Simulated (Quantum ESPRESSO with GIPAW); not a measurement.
# KHC3O2: NMR parameters from first principles, part 2 of 2

Aim: the magnetic shielding of every site in KHC3O2.

Quantum ESPRESSO with GIPAW; PBEsol.

So far. Step 2 (The SCF step): It converged in 21 cycles to an estimated accuracy of 3e-11 Ry, on 9 irreducible k-points.

## 3. Magnetic response

Level of this step: DFT, PBEsol, plane-wave PAW (pslibrary 1.0.0 recipes), scalar-relativistic, GIPAW shieldings (Quantum ESPRESSO with GIPAW).

A uniform field breaks periodicity, so gipaw.x applies it as a wave of small q and takes the limit. It solves for the first-order states, builds the induced current and gets the field at each nucleus by Biot–Savart; the PAW spheres add what the smooth waves miss near the nuclei. pawproj makes the reconstruction use the PAW data sets' own projectors.

The input, nmr.in:

```
&inputgipaw
  job = 'nmr'
  prefix = 'x'
  tmp_dir = './tmp/'
  restart_mode = 'from_scratch'
  verbosity = 'low'
  q_gipaw = 0.01
  spline_ps = .true.
  conv_threshold = 1.0d-11
  use_nmr_macroscopic_shape = .false.
  pawproj(1) = .true.
  pawproj(2) = .true.
  pawproj(3) = .true.
  pawproj(4) = .true.
/
```

Command:

```bash
$ mpirun -np 4 gipaw.x -in nmr.in > nmr.out
```

The program printed:

```text
[banner, memory and clock lines left out]
[a note of our patched build left out]

     Parallelizing q-star over 1 images

     IMPORTANT: XC functional enforced from input :
     Exchange-correlation= PBESOL
                           (   1   4  10   8   0   0   0)
     Any further DFT definition will be discarded
     Please, verify this is what you really want

     Check: negative core charge=   -0.000007
[...]
projs nearly linearly dependent: l=0  n1,n2= 1, 2  s=  0.99583929
[...]
projs nearly linearly dependent: l=0  n1,n2= 1, 2  s=  0.99970544
[...]
alpha_pv=     56.0423 eV

     spline_ps is .false., expect some extrapolation errors

     q-space interpolation up to    66.00 Rydberg

     GIPAW job: nmr
     NMR macroscopic correction: no
[...]
Computing the magnetic susceptibility     isolve=0    ethr=  0.1000E-10
     Starting from scratch
     k-point #    1 of     9      pool #  1    cpu time:       2.4
[...]
End of magnetic susceptibility calculation

     f-sum rule (1st term):
          -134.1177          0.0000         -0.0411
             0.0000       -134.0161          0.0000
            -0.0408          0.0000       -134.0219

     f-sum rule (2nd term):
            -1.9534          0.0000          0.0410
             0.0000         -2.0562          0.0000
             0.0408          0.0000         -2.0506

     f-sum rule (should be  -136.0633):
          -136.0710          0.0000         -0.0000
             0.0000       -136.0723          0.0000
            -0.0000          0.0000       -136.0725

[... susceptibilities left out ...]
     Contributions to the NMR chemical shifts: -------------------------------

     Macroscopic shape contribution in ppm:                    0.00
             0.0000          0.0000          0.0000
             0.0000          0.0000          0.0000
             0.0000          0.0000          0.0000

     Core contribution in ppm:

     Atom  1  K   pos: (  0.021528  0.466648  0.950167)  core sigma:        1192.38
     Atom  2  K   pos: (  0.744055  1.897923  0.085219)  core sigma:        1192.38
     Atom  3  K   pos: (  0.509638  2.395904  1.120605)  core sigma:        1192.38
     Atom  4  K   pos: ( -0.212889  0.964628  1.985553)  core sigma:        1192.38
     Atom  5  O   pos: (  0.525632  0.076721  0.686258)  core sigma:         270.50
     Atom  6  O   pos: (  0.239951  1.507997  0.349128)  core sigma:         270.50
     Atom  7  O   pos: (  0.005534  2.785830  1.384513)  core sigma:         270.50
     Atom  8  O   pos: (  0.291215  1.354555  1.721644)  core sigma:         270.50
     Atom  9  O   pos: ( -0.269636  2.302770  1.793140)  core sigma:         270.50
     Atom 10  O   pos: (  0.566386  0.871495  1.313018)  core sigma:         270.50
     Atom 11  O   pos: (  0.800803  0.559781  0.277632)  core sigma:         270.50
     Atom 12  O   pos: ( -0.035220  1.991057  0.757754)  core sigma:         270.50
     Atom 13  C   pos: ( -0.135083  2.560790  1.934707)  core sigma:         199.99
     Atom 14  C   pos: (  0.431833  1.129514  1.171450)  core sigma:         199.99
     Atom 15  C   pos: (  0.666250  0.301761  0.136064)  core sigma:         199.99
     Atom 16  C   pos: (  0.099334  1.733037  0.899321)  core sigma:         199.99
     Atom 17  C   pos: (  0.509588  0.028327  0.367604)  core sigma:         199.99
     Atom 18  C   pos: (  0.255995  1.459603  0.667782)  core sigma:         199.99
     Atom 19  C   pos: (  0.021578  2.834224  1.703167)  core sigma:         199.99
     Atom 20  C   pos: (  0.275171  1.402949  1.402990)  core sigma:         199.99
     Atom 21  C   pos: (  0.353226  2.605931  0.217920)  core sigma:         199.99
     Atom 22  C   pos: (  0.412357  1.174655  0.817466)  core sigma:         199.99
     Atom 23  C   pos: (  0.177941  0.256621  1.852851)  core sigma:         199.99
     Atom 24  C   pos: (  0.118809  1.687896  1.253306)  core sigma:         199.99
     Atom 25  H   pos: (  0.232802  2.416535  0.385458)  core sigma:           0.00
     Atom 26  H   pos: (  0.532781  0.985259  0.649928)  core sigma:           0.00
     Atom 27  H   pos: (  0.298364  0.446016  1.685314)  core sigma:           0.00
     Atom 28  H   pos: ( -0.001615  1.877292  1.420844)  core sigma:           0.00

     Bare contribution in ppm:

     Atom  1  K   pos: (  0.021528  0.466648  0.950167)  bare sigma:         122.73
[...]
Atom  2  K   pos: (  0.744055  1.897923  0.085219)  bare sigma:         122.73
[...]
Atom  3  K   pos: (  0.509638  2.395904  1.120605)  bare sigma:         122.73
[...]
Atom  4  K   pos: ( -0.212889  0.964628  1.985553)  bare sigma:         122.73
[...]
Atom  5  O   pos: (  0.525632  0.076721  0.686258)  bare sigma:         -38.54
[...]
Atom  6  O   pos: (  0.239951  1.507997  0.349128)  bare sigma:         -38.54
[...]
Atom  7  O   pos: (  0.005534  2.785830  1.384513)  bare sigma:         -38.54
[...]
Atom  8  O   pos: (  0.291215  1.354555  1.721644)  bare sigma:         -38.54
[...]
Atom 15  C   pos: (  0.666250  0.301761  0.136064)  para_lq sigma:         -27.17
[...]
Atom 16  C   pos: (  0.099334  1.733037  0.899321)  para_lq sigma:         -27.17
[...]
Atom 17  C   pos: (  0.509588  0.028327  0.367604)  para_lq sigma:         -27.17
[...]
Atom 18  C   pos: (  0.255995  1.459603  0.667782)  para_lq sigma:         -27.17
[...]
Atom 19  C   pos: (  0.021578  2.834224  1.703167)  para_lq sigma:         -27.17
[...]
Atom 20  C   pos: (  0.275171  1.402949  1.402990)  para_lq sigma:         -27.17
[...]
Atom 21  C   pos: (  0.353226  2.605931  0.217920)  para_lq sigma:         -27.28
[...]
Atom 22  C   pos: (  0.412357  1.174655  0.817466)  para_lq sigma:         -27.28
[...]
Atom 23  C   pos: (  0.177941  0.256621  1.852851)  para_lq sigma:         -27.28
[...]
Atom 24  C   pos: (  0.118809  1.687896  1.253306)  para_lq sigma:         -27.28
[...]
Atom 25  H   pos: (  0.232802  2.416535  0.385458)  para_lq sigma:           0.00
[...]
Atom 26  H   pos: (  0.532781  0.985259  0.649928)  para_lq sigma:           0.00
[...]
Atom 27  H   pos: (  0.298364  0.446016  1.685314)  para_lq sigma:           0.00
[...]
Atom 28  H   pos: ( -0.001615  1.877292  1.420844)  para_lq sigma:           0.00
[...]
Total NMR chemical shifts in ppm: ---------------------------------------
     (adopting the Simpson convention for anisotropy and asymmetry)-----------

     Atom  1  K   pos: (  0.021528  0.466648  0.950167)  Total sigma:        1194.56
          1193.5797        -14.2681         -9.2172
           -10.8684       1193.9054         13.3789
           -17.8059         16.7228       1196.1928

     K       1    anisotropy:     41.29    eta:    0.0611
[...]
Atom  2  K   pos: (  0.744055  1.897923  0.085219)  Total sigma:        1194.56
[... its tensor is left out ...]
     Atom  3  K   pos: (  0.509638  2.395904  1.120605)  Total sigma:        1194.56
[... its tensor is left out ...]
     Atom  4  K   pos: ( -0.212889  0.964628  1.985553)  Total sigma:        1194.56
[... its tensor is left out ...]
     Atom  5  O   pos: (  0.525632  0.076721  0.686258)  Total sigma:        -114.59
           205.6120       -200.9296          1.8655
          -195.4677        -43.7279        -56.8046
             3.9728        -41.8578       -505.6507

     O       5    anisotropy:    645.80    eta:    0.8432
[...]
Atom  6  O   pos: (  0.239951  1.507997  0.349128)  Total sigma:        -114.59
[... its tensor is left out ...]
     Atom  7  O   pos: (  0.005534  2.785830  1.384513)  Total sigma:        -114.59
[... its tensor is left out ...]
     Atom  8  O   pos: (  0.291215  1.354555  1.721644)  Total sigma:        -114.59
[... its tensor is left out ...]
     Atom  9  O   pos: ( -0.269636  2.302770  1.793140)  Total sigma:        -110.08
           158.2436       -299.5014        -41.6149
          -322.3724       -296.4641       -118.3707
           -57.6080       -118.8709       -192.0139

     O       9    anisotropy:    639.51    eta:    0.8601
[...]
Atom 10  O   pos: (  0.566386  0.871495  1.313018)  Total sigma:        -110.08
[... its tensor is left out ...]
     Atom 11  O   pos: (  0.800803  0.559781  0.277632)  Total sigma:        -110.08
[... its tensor is left out ...]
     Atom 12  O   pos: ( -0.035220  1.991057  0.757754)  Total sigma:        -110.08
[... its tensor is left out ...]
     Atom 13  C   pos: ( -0.135083  2.560790  1.934707)  Total sigma:         -17.58
            39.5775        -79.0714         14.8781
           -80.0649        -60.6266         30.5502
            13.9106         20.6617        -31.6842

     C      13    anisotropy:    151.62    eta:    0.9260
[...]
Atom 14  C   pos: (  0.431833  1.129514  1.171450)  Total sigma:         -17.58
[... its tensor is left out ...]
     Atom 15  C   pos: (  0.666250  0.301761  0.136064)  Total sigma:         -17.58
[... its tensor is left out ...]
     Atom 16  C   pos: (  0.099334  1.733037  0.899321)  Total sigma:         -17.58
[... its tensor is left out ...]
     Atom 17  C   pos: (  0.509588  0.028327  0.367604)  Total sigma:         -18.70
            47.5345        -61.4479         19.2265
           -59.1254        -19.9468         32.1615
            27.1410         38.9066        -83.6731

     C      17    anisotropy:    152.40    eta:    0.8798
[...]
Atom 18  C   pos: (  0.255995  1.459603  0.667782)  Total sigma:         -18.70
[... its tensor is left out ...]
     Atom 19  C   pos: (  0.021578  2.834224  1.703167)  Total sigma:         -18.70
[... its tensor is left out ...]
     Atom 20  C   pos: (  0.275171  1.402949  1.402990)  Total sigma:         -18.70
[... its tensor is left out ...]
     Atom 21  C   pos: (  0.353226  2.605931  0.217920)  Total sigma:          59.70
            87.3890        -38.9121         12.2783
           -38.8682         48.5988         25.6535
            13.8802         20.9392         43.1111

     C      21    anisotropy:    -81.21    eta:    0.9125
[...]
Atom 22  C   pos: (  0.412357  1.174655  0.817466)  Total sigma:          59.70
[... its tensor is left out ...]
     Atom 23  C   pos: (  0.177941  0.256621  1.852851)  Total sigma:          59.70
[... its tensor is left out ...]
     Atom 24  C   pos: (  0.118809  1.687896  1.253306)  Total sigma:          59.70
[... its tensor is left out ...]
     Atom 25  H   pos: (  0.232802  2.416535  0.385458)  Total sigma:          18.42
            17.5048          0.6352         -0.3227
            -1.0748         18.4631          0.9225
             0.5811          0.9106         19.2913

     H      25    anisotropy:      2.19    eta:    0.4290
[...]
Atom 26  H   pos: (  0.532781  0.985259  0.649928)  Total sigma:          18.42
[... its tensor is left out ...]
     Atom 27  H   pos: (  0.298364  0.446016  1.685314)  Total sigma:          18.42
[... its tensor is left out ...]
     Atom 28  H   pos: ( -0.001615  1.877292  1.420844)  Total sigma:          18.42
[... its tensor is left out ...]
```

The job ended after 72 min (4 MPI ranks of Arm Neoverse V1, shared host; peak memory 1.3 GiB).

The f-sum rule is met to 0.0092 of 136.1 (0.007 %). Converged shieldings require that this miss be small, but a small miss does not prove them.

From the symmetric part of each tensor, with principal values σ11 ≤ σ22 ≤ σ33: σ_iso is their mean, the span is σ33 − σ11 and the skew 3(σ_iso − σ22)/span. (gipaw.x prints an anisotropy in another convention.)

```
site  atom no.  atoms in cell  σ_iso (ppm)  span (ppm)   skew
   K         1              4       1194.6        42.1   0.92
O(1)         5              4       -114.6       827.3   0.12
O(2)         9              4       -110.1       822.9   0.11
C(1)        13              4        -17.6       198.4   0.06
C(2)        17              4        -18.7       197.1   0.09
C(3)        21              4         59.7       105.9  -0.07
   H        25              4        18.42        2.51   0.50
```

The macroscopic shape term is switched off. For a spherical sample the valence susceptibility of this run would add about 6 ppm to every site, a rough estimate, since the susceptibility converges slowly and lacks part of the PAW terms. Differences within the crystal don't depend on it, but shieldings of different compounds can't be compared to better than a few ppm without it.

In this run the largest span is that of O(1) (site symmetry 1), with principal values -511.4, -148.3 and 315.9 ppm. On O(1) the least shielded direction lies along its short bond to C. On O(2) the least shielded direction lies 4° off its short bond to C.

17O and 39K also have a quadrupolar coupling here. It is not given: on PAW files the efg job of this gipaw.x leaves out the augmentation charge of neighbouring atoms and can miss by tens of per cent.

## 4. NMR parameters by site

A shielding is counted from the bare nucleus and a shift from a reference compound, with the opposite sign. A fitted line does better than one reference, as its slope takes up part of the functional's error. For ¹H and ⁷Li, with little paramagnetic shielding, slope and scatter come mostly from geometry, vibration and the shape term.

To turn shieldings into shifts, lines fitted to measured solids are used. 13C: δ = (162.2 − σ), zero at TMS, fitted to 5 measured values, from C, Li2CO3, MgCO3, Na2CO3 and SiC, with a scatter of 0.85 ppm r.m.s., on σ without the shape term; 1H: δ = (29.71 − σ) / 1.204, zero at TMS, fitted to 11 measured values, from Ca(BH4)2, Ca(OH)2, CsH2PO4, LiBH4, LiH, MgH2, NaH, NaOH and NH4H2PO4, with a scatter of 0.61 ppm r.m.s., with σ taken with the shape term of a sphere (6.3 ppm here). Kinds of site that fitted badly were split off after the misses were seen, so the scatter is that of the points kept.

Covalently bonded atoms count as neighbours within 1.18 times the sum of their radii. Otherwise a cation's neighbours lie within 1.2 times its shortest bond (1.3 for large cations, each anion's radius taken off where they differ), and an anion's are the cations that count it.

```
site  atom no.  atoms in cell  surroundings     bonds (Å)  δ_iso (ppm)
   K         1              4          KO6C  2.68 to 3.22            -
O(1)         5              4  bound to CK3  1.27 to 2.73            -
O(2)         9              4  bound to CK3  1.27 to 3.02            -
C(1)        13              4          COC2  1.27 to 1.53        179.8
C(2)        17              4          COC2  1.27 to 1.53        180.9
C(3)        21              4          CC2H  1.10 to 1.40        102.6
   H        25              4    bound to C         1.099         4.11
```

The 2 O sites spread over 4.5 ppm in shielding, from O(1) (least shielded) to O(2). The 3 C sites spread over 78.4 ppm in shielding, from C(2) (least shielded) to C(3).

Simulated spectrum: 13C MAS at 25 kHz, 9.4 T (100.7 MHz), lines broadened by 1.2 ppm; rigid lattice, with dipolar and J couplings left out. Lines over 1.5 % of the strongest (ppm: area): 180.9: 0.98, 179.8: 0.98, 102.6: 1.00.

At this broadening the 3 sites give 2 resolved isotropic lines.

Simulated spectrum, 1H MAS at 100 kHz, 9.4 T (400.2 MHz), lines broadened by 0.5 ppm; rigid lattice, with dipolar and J couplings left out: a single narrow line at 4.11 ppm.

## 5. What came out

```yaml
13c_shift: 180.9, 179.8, 102.6 ppm
1h_shift: 4.11 ppm
17o_shielding_without_shape_term: -114.6, -110.1 ppm
39k_shielding_without_shape_term: 1194.6 ppm
```

**Reading.** 13C has 3 sites, in the ratio 1:1:1: C(2) (COC2) at a shift of 180.9, C(1) (COC2) at a shift of 179.8 and C(3) (CC2H) at a shift of 102.6 ppm. 1H has one site (bound to C), with isotropic shift 4.11 ppm. No sound run at another cutoff or mesh is at hand, so convergence rests on the f-sum rule and on experience with these files. Hydrogen's values are less sure: spans of ¹H carry errors of some ppm on PAW files, the bulk susceptibility matters on its narrow scale, and it is treated as a fixed classical nucleus at 0 K. This build of gipaw.x prints that it is not audited and that its numbers are no references by themselves. It also reports spline_ps as false although the input sets it; why was not traced.

[Banner, clock, file and message-heading lines were taken out of the pw.x and gipaw.x logs.]

[Logs are printed without paths, hosts, clocks, repeated set-up lines and the standing remarks that a program may print on its own settings, such as how far it seeks lower states.]

[Hosts, paths, dates, database ids (printed as entryN), source tags and the programs' standing remarks are cut or masked in the printed files.]

[Where no reference line passes its bar on scatter, no shift is given, so a measured shift of this compound may stand uncompared.]
